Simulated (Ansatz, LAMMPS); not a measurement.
# Squeezing and shearing glassy 32SiO2-46B2O3-11MgO-11CaO (mol %) (137 atoms)

Aim: relax glassy 32SiO2-46B2O3-11MgO-11CaO (mol %) (137 atoms), then change its volume and shape to read moduli from the stress.

Program: Ansatz 0.2.0. Level of theory: Kohn-Sham DFT, PBE, PAW (set soft_2), plane waves. Results are calculated unless marked as measured.

**1. The structure**

The cell holds 137 atoms: 12 Si, 34 B, 4 Mg, 4 Ca and 83 O. Its edges and angles: a = 11.463 Å, b = 11.463 Å, c = 11.463 Å, α = 90.0°, β = 90.0°, γ = 90.0°. 137 atoms (12 Si, 34 B, 4 Mg, 4 Ca, 83 O) placed at random at 2.18 g/cm³, melted at 3000 K for 20 ps at fixed volume with the Buckingham and Coulomb pair potential of Guillot and Sator (Geochim. Cosmochim. Acta 71, 1249 (2007)) with the boron terms of Wang et al. (J. Non-Cryst. Solids 498, 294 (2018)). Quenched from 3000 K to 300 K at 100 K/ps and fixed volume, held 10 ps at zero pressure.

Limits known from the start: The quench rate of 100 K/ps is many orders above laboratory rates, so the cell is likely richer in defects and strain than a real sample. The network of bonds at the start is that of the classical potential that made the cell, and needn't be the one that DFT or experiment would give. The Brillouin zone is sampled at Γ only.

**2. Single point at the start**

The forces at the start show how far the geometry lies from a minimum of this functional.

Input file input.yaml:

```yaml
crystal:
  lattice:
    - [11.46311, 0.0, 0.0]
    - [0.0, 11.46311, 0.0]
    - [0.0, 0.0, 11.46311]
  atoms:
    - { symbol: Si, position: [0.11994, 0.56916, 0.83189] }
    - { symbol: Si, position: [0.16223, 0.03496, 0.18018] }
    - { symbol: Si, position: [0.51232, 0.43279, 0.72576] }
    - { symbol: Si, position: [0.0681, 0.00631, 0.64633] }
    - { symbol: Si, position: [0.39546, 0.94231, 0.42613] }
    - { symbol: Si, position: [0.224, 0.81575, 0.7443] }
    - { symbol: Si, position: [0.03308, 0.69315, 0.14097] }
    - { symbol: Si, position: [0.8685, 0.17513, 0.87819] }
    - { symbol: Si, position: [0.65623, 0.44974, 0.34078] }
    - { symbol: Si, position: [0.23735, 0.20515, 0.92836] }
    - { symbol: Si, position: [0.61276, 0.84221, 0.28178] }
    - { symbol: Si, position: [0.047, 0.31368, 0.10249] }
    - { symbol: B, position: [0.56899, 0.72196, 0.54387] }
    - { symbol: B, position: [0.7984, 0.36838, 0.53656] }
    - { symbol: B, position: [0.42912, 0.05701, 0.65656] }
    - { symbol: B, position: [0.27702, 0.3831, 0.78] }
    - { symbol: B, position: [0.48187, 0.26331, 0.0139] }
    - { symbol: B, position: [0.74549, 0.36782, 0.77193] }
    - { symbol: B, position: [0.93401, 0.7887, 0.35865] }
    - { symbol: B, position: [0.70752, 0.13808, 0.50916] }
    - { symbol: B, position: [0.61784, 0.89311, 0.69164] }
    - { symbol: B, position: [0.09697, 0.57927, 0.47522] }
    - { symbol: B, position: [0.29762, 0.98946, 0.84793] }
    - { symbol: B, position: [0.93726, 0.11161, 0.12044] }
    - { symbol: B, position: [0.54258, 0.6599, 0.81548] }
    - { symbol: B, position: [0.74697, 0.65782, 0.96062] }
    - { symbol: B, position: [0.44826, 0.48952, 0.08295] }
    - { symbol: B, position: [0.36241, 0.1276, 0.24862] }
    - { symbol: B, position: [0.04091, 0.99151, 0.41198] }
    - { symbol: B, position: [0.24284, 0.77108, 0.50156] }
    - { symbol: B, position: [0.52193, 0.25727, 0.55745] }
    - { symbol: B, position: [0.5377, 0.90932, 0.04997] }
    [... 99 atom lines left out ...]
    - { symbol: O, position: [0.67488, 0.7047, 0.48166] }
    - { symbol: O, position: [0.07918, 0.14637, 0.65864] }
    - { symbol: O, position: [0.14572, 0.7067, 0.79238] }
    - { symbol: O, position: [0.0471, 0.04953, 0.09083] }
    - { symbol: O, position: [0.22942, 0.2742, 0.80167] }
    - { symbol: O, position: [0.14823, 0.26348, 0.01959] }
kpoints:
  mp_grid: { grid: [1, 1, 1] }
hamiltonian:
  xc: pbe
scf:
  occupations: { method: fixed }
output:
  forces: true
```

Launch:

```
ansatz run input.yaml --threads 4 --pin off --max-ram 8192MiB --backend cpu --events-out ev --progress --plain --runs-dir out
```

Numbers of over 12 decimals in the logs are rounded to 6 here.

Log:

```text
[...]
Pseudopotentials: kind: paw
Pseudopotential: Si, paw, valence charge 4, recommended cutoff 420 eV (normal), Si.paw.azcp
Pseudopotential: B, paw, valence charge 3, recommended cutoff 420 eV (normal), B.paw.azcp
Pseudopotential: Mg, paw, valence charge 10, recommended cutoff 420 eV (normal), Mg.paw.azcp
Pseudopotential: Ca, paw, valence charge 10, recommended cutoff 420 eV (normal), Ca.paw.azcp
Pseudopotential: O, paw, valence charge 6, recommended cutoff 420 eV (normal), O.paw.azcp
[...]
Crystal: 137 atoms, lattice volume = 1506.286 Å³
Basis set: ecut = 420 eV, 29423 PW (Γ), exchange–correlation on 160×160×160 points (8 copies of the dense FFT grid, shifted against one another)
Bands: 501, of which v1, the nominal top of the filled ones, is band 364 counted from 1 (363 counted from 0)
Symmetry: 1 space group operations
Space group: P1 (ITA 1), of the structure as read, at distance tolerance 1.1e-4 Å
k-points: 1
[...]
Initial density: superposition of atomic densities (neutral atoms: chi_scale 0, normalization atom), corrected by the library's trained network
Initial wavefunctions: pseudopotential atomic-orbital guess
[...]
SCF iter   1: F=—  HF=-75110.447214 eV  |F-HF|=—  |Δ(HF+E_count)|=         —  Δρ=4.52e-3  dr2=6.66e-1  ethr=1.77e-3  ⟨swp⟩=6.0  Hψ=1604  notcnv=0  defer=134
preconditioner: auto → Resta (q_TF=auto, 2.417 Å⁻¹)  ε∞=3.2  [insulator: Δε(μ)=3.329 eV  Ē_g=16.962 eV  n_scr=364 (ndim 8)  ℏωp=25.1 eV  f_vac=0.119  ε∞_Penn≈3.2]
SCF iter   2: F=—  HF=-75110.323893 eV  |F-HF|=—  |Δ(HF+E_count)|=   1.23e-1  Δρ=2.32e-3  dr2=1.55e-1  ethr=9.15e-5  ⟨swp⟩=3.0  Hψ=764  notcnv=0  defer=135
SCF iter   3: F=—  HF=-75110.288095 eV  |F-HF|=—  |Δ(HF+E_count)|=   3.58e-2  Δρ=1.10e-3  dr2=3.82e-2  ethr=2.14e-5  ⟨swp⟩=3.0  Hψ=624  notcnv=0  defer=112
automatic band count: iteration 3 solves 478 bands in place of 501: the levels show a gap, and the empty bands left out lie too high to hold charge; the band table lists the bands solved (type scf.n_extra_bands for more)
SCF iter   4: F=—  HF=-75110.277418 eV  |F-HF|=—  |Δ(HF+E_count)|=   1.07e-2  Δρ=4.83e-4  dr2=3.80e-3  ethr=5.25e-6  ⟨swp⟩=3.0  Hψ=631  notcnv=0  defer=112
SCF iter   5: F=—  HF=-75110.277044 eV  |F-HF|=—  |Δ(HF+E_count)|=   3.75e-4  Δρ=2.69e-4  dr2=9.70e-4  ethr=5.22e-7  ⟨swp⟩=3.0  Hψ=837  notcnv=0  defer=112
[...]
SCF iter  10: F=—  HF=-75110.276080 eV  |F-HF|=—  |Δ(HF+E_count)|=   2.68e-7  Δρ=3.13e-6  dr2=1.19e-7  ethr=1.37e-11  ⟨swp⟩=4.0  Hψ=1553  notcnv=0
SCF iter  11: F=-75110.276080 eV  HF=-75110.276080 eV  |F-HF|=4.05e-9  |Δ(HF+E_count)|=   3.61e-9  Δρ=7.34e-7  dr2=8.07e-9  ethr=1.37e-11  ⟨swp⟩=4.0  Hψ=1443  notcnv=0
SCF 1 converged in 11 iterations: F = -75110.276080 eV  dr2 = 8.07e-9
[...]
SCF converged after 11 iterations
Free energy (F): -75110.276080 eV
Harris-Foulkes:  -75110.276080 eV  (|F-HF|=4.05e-9)
Internal energy: -75110.276080 eV  (E = F + TS)
E sigma→0 (E₀):  -75110.276080 eV
Fermi energy:    5.376270 eV
--- Per-component energies (eV) ---
[...]
Σ components = -75110.276080   (vs F -75110.276080, Δ=0.00e0)
--- Forces (eV/Å), atoms counted from 1 ---
  atom   1  Si     2.31892126    -0.13135491    -0.26465697
  atom   2  Si    -0.94038383    -3.60549297     1.81835779
  atom   3  Si    -0.01648108     1.78595800    -2.66584544
  atom   4  Si    -2.49411137     0.42495017    -2.08165372
[...]
atom 137  O     -0.28897764     0.41582102    -0.18994410
  max |Σ_I F_I| component: 2.72e-5 eV/Å
```

The job ended after 17 s (4 threads of Intel Xeon Platinum 8488C (Sapphire Rapids), shared host; peak memory 2.2 GiB).

The r.m.s. force at the start is 1.2 eV/Å.

**3. Cell and atoms relaxed**

The cell is relaxed with the atoms, since the starting lattice needn't suit this functional.

Input file input.yaml:

```yaml
crystal:
  lattice:
    - [11.46311, 0.0, 0.0]
    - [0.0, 11.46311, 0.0]
    - [0.0, 0.0, 11.46311]
  atoms:
    [... the 137 atom lines of step 2 ...]
kpoints:
  mp_grid: { grid: [1, 1, 1] }
hamiltonian:
  xc: pbe
scf:
  occupations: { method: fixed }
output:
  forces: true
relax:
  f_tol: 0.05
  max_steps: 150
  cell: {}
```

Log:

```text
[...]
Crystal: 137 atoms, lattice volume = 1506.286 Å³
Basis set: ecut = 420 eV, 29423 PW (Γ), exchange–correlation on 160×160×160 points (8 copies of the dense FFT grid, shifted against one another)
Bands: 501, of which v1, the nominal top of the filled ones, is band 364 counted from 1 (363 counted from 0)
Symmetry: 1 space group operations
[...]
k-points: 1
[...]
SCF iter   1: F=—  HF=-75110.447209 eV  |F-HF|=—  |Δ(HF+E_count)|=         —  Δρ=4.52e-3  dr2=6.66e-1  ethr=1.77e-3  ⟨swp⟩=6.0  Hψ=1604  notcnv=0  defer=134
[...]
SCF iter   5: F=—  HF=-75110.277024 eV  |F-HF|=—  |Δ(HF+E_count)|=   4.09e-4  Δρ=2.69e-4  dr2=9.70e-4  ethr=5.22e-7  ⟨swp⟩=3.0  Hψ=837  notcnv=0  defer=112
[...]
SCF iter  10: F=—  HF=-75110.276080 eV  |F-HF|=—  |Δ(HF+E_count)|=   2.68e-7  Δρ=3.14e-6  dr2=1.19e-7  ethr=1.37e-11  ⟨swp⟩=4.0  Hψ=1553  notcnv=0
SCF iter  11: F=-75110.276080 eV  HF=-75110.276080 eV  |F-HF|=4.02e-9  |Δ(HF+E_count)|=   3.62e-9  Δρ=7.34e-7  dr2=8.07e-9  ethr=1.37e-11  ⟨swp⟩=4.0  Hψ=1443  notcnv=0
SCF 1 converged in 11 iterations: F = -75110.276080 eV  dr2 = 8.07e-9
[...]
relax step   1: F+E_penalty+E_count = -75110.27608003 eV  Δ(F+E_penalty+E_count) = +0.000e0 eV  max|allowed force component| = 4.893e0 eV/Å  Δτ_max = 0.0000 Å  P = -2.887 GPa  Ω = 1506.286 Å³  (11 SCF iters, dr2 threshold 1.00e-7 eV, accepted)
[... from here on, the SCF cycles and remarks between the steps are left out ...]
relax step   2: F+E_penalty+E_count = -75117.03394194 eV  Δ(F+E_penalty+E_count) = -6.758e0 eV  max|allowed force component| = 2.805e0 eV/Å  Δτ_max = 0.1932 Å  P = -1.148 GPa  Ω = 1500.074 Å³  energy of the carried Pulay correction = +2.659e-2 eV  (7 SCF iters, dr2 threshold 1.37e-5 eV, accepted)
relax step   3: F+E_penalty+E_count = -75120.72640056 eV  Δ(F+E_penalty+E_count) = -3.692e0 eV  max|allowed force component| = 1.864e0 eV/Å  Δτ_max = 0.1974 Å  P = +0.656 GPa  Ω = 1502.502 Å³  energy of the carried Pulay correction = +1.618e-2 eV  (8 SCF iters, dr2 threshold 1.37e-5 eV, accepted)
relax step   4: F+E_penalty+E_count = -75121.75911748 eV  Δ(F+E_penalty+E_count) = -1.033e0 eV  max|allowed force component| = 1.060e0 eV/Å  Δτ_max = 0.2000 Å  P = +0.022 GPa  Ω = 1524.489 Å³  energy of the carried Pulay correction = -7.728e-2 eV  (7 SCF iters, dr2 threshold 1.37e-5 eV, accepted)
relax step   5: F+E_penalty+E_count = -75122.46371438 eV  Δ(F+E_penalty+E_count) = -7.046e-1 eV  max|allowed force component| = 8.619e-1 eV/Å  Δτ_max = 0.1944 Å  P = -0.303 GPa  Ω = 1537.524 Å³  energy of the carried Pulay correction = -1.321e-1 eV  (7 SCF iters, dr2 threshold 1.37e-5 eV, accepted)
relax step   6: F+E_penalty+E_count = -75122.88963177 eV  Δ(F+E_penalty+E_count) = -4.259e-1 eV  max|allowed force component| = 6.091e-1 eV/Å  Δτ_max = 0.2000 Å  P = -0.347 GPa  Ω = 1545.077 Å³  energy of the carried Pulay correction = -1.636e-1 eV  (7 SCF iters, dr2 threshold 1.37e-5 eV, accepted)
relax step   7: F+E_penalty+E_count = -75123.24506593 eV  Δ(F+E_penalty+E_count) = -3.554e-1 eV  max|allowed force component| = 3.824e-1 eV/Å  Δτ_max = 0.1962 Å  P = -0.123 GPa  Ω = 1547.407 Å³  energy of the carried Pulay correction = -1.733e-1 eV  (7 SCF iters, dr2 threshold 1.37e-5 eV, accepted)
relax step   8: F+E_penalty+E_count = -75123.48559588 eV  Δ(F+E_penalty+E_count) = -2.405e-1 eV  max|allowed force component| = 8.800e-1 eV/Å  Δτ_max = 0.2000 Å  P = -0.018 GPa  Ω = 1549.036 Å³  energy of the carried Pulay correction = -1.800e-1 eV  (7 SCF iters, dr2 threshold 9.14e-6 eV, accepted)
relax step   9: F+E_penalty+E_count = -75123.61349488 eV  Δ(F+E_penalty+E_count) = -1.279e-1 eV  max|allowed force component| = 3.731e-1 eV/Å  Δτ_max = 0.0957 Å  P = -0.092 GPa  Ω = 1551.140 Å³  energy of the carried Pulay correction = -1.888e-1 eV  (7 SCF iters, dr2 threshold 1.37e-5 eV, accepted)
relax step  10: F+E_penalty+E_count = -75123.76943025 eV  Δ(F+E_penalty+E_count) = -1.559e-1 eV  max|allowed force component| = 6.071e-1 eV/Å  Δτ_max = 0.2000 Å  P = +0.055 GPa  Ω = 1560.840 Å³  energy of the carried Pulay correction = -2.289e-1 eV  (7 SCF iters, dr2 threshold 8.70e-6 eV, accepted)
relax step  11: F+E_penalty+E_count = -75123.88660641 eV  Δ(F+E_penalty+E_count) = -1.172e-1 eV  max|allowed force component| = 3.786e-1 eV/Å  Δτ_max = 0.0653 Å  P = -0.022 GPa  Ω = 1559.162 Å³  energy of the carried Pulay correction = -2.219e-1 eV  (7 SCF iters, dr2 threshold 1.37e-5 eV, accepted)
relax step  12: F+E_penalty+E_count = -75123.93419250 eV  Δ(F+E_penalty+E_count) = -4.759e-2 eV  max|allowed force component| = 4.413e-1 eV/Å  Δτ_max = 0.2000 Å  P = -0.065 GPa  Ω = 1564.244 Å³  energy of the carried Pulay correction = -2.429e-1 eV  (7 SCF iters, dr2 threshold 8.96e-6 eV, accepted)
relax step  13: F+E_penalty+E_count = -75123.98914923 eV  Δ(F+E_penalty+E_count) = -5.496e-2 eV  max|allowed force component| = 6.521e-1 eV/Å  Δτ_max = 0.0527 Å  P = +0.086 GPa  Ω = 1562.209 Å³  energy of the carried Pulay correction = -2.345e-1 eV  (6 SCF iters, dr2 threshold 1.22e-5 eV, accepted)
[...]
relax step  24: F+E_penalty+E_count = -75124.66429000 eV  Δ(F+E_penalty+E_count) = +1.729e-1 eV  max|allowed force component| = 3.959e-1 eV/Å  Δτ_max = 0.2000 Å  P = -0.051 GPa  Ω = 1571.857 Å³  energy of the carried Pulay correction = -2.741e-1 eV  (8 SCF iters, dr2 threshold 1.57e-6 eV, rejected (line search))
relax step  25: F+E_penalty+E_count = -75124.84857739 eV  Δ(F+E_penalty+E_count) = -1.135e-2 eV  max|allowed force component| = 7.896e-2 eV/Å  Δτ_max = 0.0699 Å  P = +0.015 GPa  Ω = 1568.827 Å³  energy of the carried Pulay correction = -2.617e-1 eV  (12 SCF iters, accepted)
relax step  26: F+E_penalty+E_count = -75124.84909582 eV  Δ(F+E_penalty+E_count) = -5.184e-4 eV  max|allowed force component| = 9.265e-2 eV/Å  Δτ_max = 0.0320 Å  P = -0.047 GPa  Ω = 1569.114 Å³  energy of the carried Pulay correction = -2.629e-1 eV  (7 SCF iters, dr2 threshold 3.90e-7 eV, accepted)
relax step  27: F+E_penalty+E_count = -75124.83566562 eV  Δ(F+E_penalty+E_count) = +1.343e-2 eV  max|allowed force component| = 2.090e-1 eV/Å  Δτ_max = 0.0647 Å  P = -0.037 GPa  Ω = 1568.320 Å³  energy of the carried Pulay correction = -2.596e-1 eV  (8 SCF iters, dr2 threshold 5.36e-7 eV, rejected (line search))
relax step  28: F+E_penalty+E_count = -75124.85491602 eV  Δ(F+E_penalty+E_count) = -5.820e-3 eV  max|allowed force component| = 2.743e-2 eV/Å  Δτ_max = 0.0133 Å  P = -0.001 GPa  Ω = 1568.562 Å³  energy of the carried Pulay correction = -2.606e-1 eV  (10 SCF iters, accepted)
relax step  29: F+E_penalty+E_count = -75125.24224461 eV  Δ(F+E_penalty+E_count) = -3.873e-1 eV  max|allowed force component| = 2.735e-2 eV/Å  Δτ_max = 0.0000 Å  P = +0.391 GPa  Ω = 1568.562 Å³  stress off target by 6.42e-1 GPa  SCF on the basis re-selected at this cell (its energy is not comparable with the rows above)  (8 SCF iters)
relax step  30: F+E_penalty+E_count = -75125.19053408 eV  Δ(F+E_penalty+E_count) = +5.171e-2 eV  max|allowed force component| = 2.224e-1 eV/Å  Δτ_max = 0.0750 Å  P = -0.115 GPa  Ω = 1581.176 Å³  energy of the carried Pulay correction = -5.201e-2 eV  (8 SCF iters, dr2 threshold 1.03e-6 eV, accepted)
relax step  31: F+E_penalty+E_count = -75125.22151911 eV  Δ(F+E_penalty+E_count) = -3.099e-2 eV  max|allowed force component| = 5.171e-2 eV/Å  Δτ_max = 0.0615 Å  P = -0.017 GPa  Ω = 1578.373 Å³  energy of the carried Pulay correction = -4.031e-2 eV  (7 SCF iters, dr2 threshold 3.09e-6 eV, accepted)
relax step  32: F+E_penalty+E_count = -75125.22337091 eV  Δ(F+E_penalty+E_count) = -1.852e-3 eV  max|allowed force component| = 7.614e-2 eV/Å  Δτ_max = 0.0110 Å  P = +0.002 GPa  Ω = 1578.197 Å³  energy of the carried Pulay correction = -3.957e-2 eV  (7 SCF iters, dr2 threshold 1.67e-7 eV, accepted)
relax step  33: F+E_penalty+E_count = -75125.22189301 eV  Δ(F+E_penalty+E_count) = +1.478e-3 eV  max|allowed force component| = 9.906e-2 eV/Å  Δτ_max = 0.0152 Å  P = +0.010 GPa  Ω = 1578.482 Å³  energy of the carried Pulay correction = -4.075e-2 eV  (7 SCF iters, dr2 threshold 3.62e-7 eV, rejected (line search))
relax step  34: F+E_penalty+E_count = -75125.22294810 eV  Δ(F+E_penalty+E_count) = +4.228e-4 eV  max|allowed force component| = 2.044e-2 eV/Å  Δτ_max = 0.0074 Å  P = +0.004 GPa  Ω = 1578.656 Å³  energy of the carried Pulay correction = -4.149e-2 eV  (9 SCF iters, accepted)
relax step  35: F+E_penalty+E_count = -75125.26029957 eV  Δ(F+E_penalty+E_count) = -3.735e-2 eV  max|allowed force component| = 2.053e-2 eV/Å  Δτ_max = 0.0000 Å  P = +0.023 GPa  Ω = 1578.656 Å³  stress off target by 6.61e-2 GPa  SCF on the basis re-selected at this cell (its energy is not comparable with the rows above)  (5 SCF iters)
relax step  36: F+E_penalty+E_count = -75125.23452666 eV  Δ(F+E_penalty+E_count) = +2.577e-2 eV  max|allowed force component| = 1.248e-1 eV/Å  Δτ_max = 0.0576 Å  P = +0.001 GPa  Ω = 1582.507 Å³  energy of the carried Pulay correction = -1.578e-2 eV  (10 SCF iters, dr2 threshold 1.09e-8 eV, rejected (line search))
relax step  37: F+E_penalty+E_count = -75125.25382893 eV  Δ(F+E_penalty+E_count) = +6.471e-3 eV  max|allowed force component| = 1.602e-2 eV/Å  Δτ_max = 0.0194 Å  P = -0.002 GPa  Ω = 1580.658 Å³  energy of the carried Pulay correction = -8.148e-3 eV  (10 SCF iters, accepted)
relax step  38: F+E_penalty+E_count = -75125.26148877 eV  Δ(F+E_penalty+E_count) = -7.660e-3 eV  max|allowed force component| = 1.603e-2 eV/Å  Δτ_max = 0.0000 Å  P = -0.000 GPa  Ω = 1580.658 Å³  stress off target by 1.03e-2 GPa  SCF on the basis re-selected at this cell (its energy is not comparable with the rows above)  (5 SCF iters)
[...]
SCF converged after 5 iterations
Free energy (F): -75125.261489 eV
[...]
Internal energy: -75125.261489 eV  (E = F + TS)
E sigma→0 (E₀):  -75125.261489 eV
Fermi energy:    3.836836 eV
[...]
Σ components = -75125.261489   (vs F -75125.261489, Δ=0.00e0)
--- Forces (eV/Å), atoms counted from 1 ---
  atom   1  Si     0.00177417     0.00939720     0.00015822
  atom   2  Si     0.00613884    -0.00070451     0.00527190
  atom   3  Si     0.00539552     0.00145969     0.00350737
  atom   4  Si     0.00087077    -0.01171880     0.00408631
[...]
atom 137  O     -0.00317184    -0.00123713    -0.00076581
  max |Σ_I F_I| component: 1.25e-5 eV/Å
--- Stress (GPa, compression-positive) ---
        0.005884      -0.000544       0.006605
       -0.000546      -0.006596      -0.002462
        0.006601      -0.002455      -0.000224
  P = ⅓ Tr σ = -0.0003 GPa (-0.003 kbar)
--- Relaxed structure (35 steps of the walk, 31 accepted, 3 SCFs on fresh bases) ---
  F+E_penalty+E_count = -75125.26148877 eV   max|allowed force component| = 1.603e-2 eV/Å   (the final SCF, on the basis selected at the relaxed cell)
  cell:  # Å, volume = 1580.6576 Å³
    - [11.674181, -0.136916, 0.159581]
    - [-0.136916, 11.484139, 0.018615]
    - [0.159581, 0.018615, 11.793843]
  atoms:
    - { symbol: Si, position: [0.165973, 0.562308, 0.831544] }
    - { symbol: Si, position: [0.145428, 0.028297, 0.176498] }
    - { symbol: Si, position: [0.537199, 0.414918, 0.708487] }
    - { symbol: Si, position: [0.027497, -0.00637142, 0.620320] }
[...]
- { symbol: O, position: [0.150807, 0.278138, 0.035945] }
```

The job ended after 7.2 min (4 threads; peak memory 2.3 GiB).

The relaxation converged after 35 steps, with a largest force component of 0.016 eV/Å.

(Continued in part 2 of 3.)

[Logs are printed without paths, hosts, clocks, repeated set-up lines and the standing remarks that a program may print on its own settings, such as how far it seeks lower states.]

[Hosts, paths, dates, database ids (printed as entryN), source tags and the programs' standing remarks are cut or masked in the printed files.]
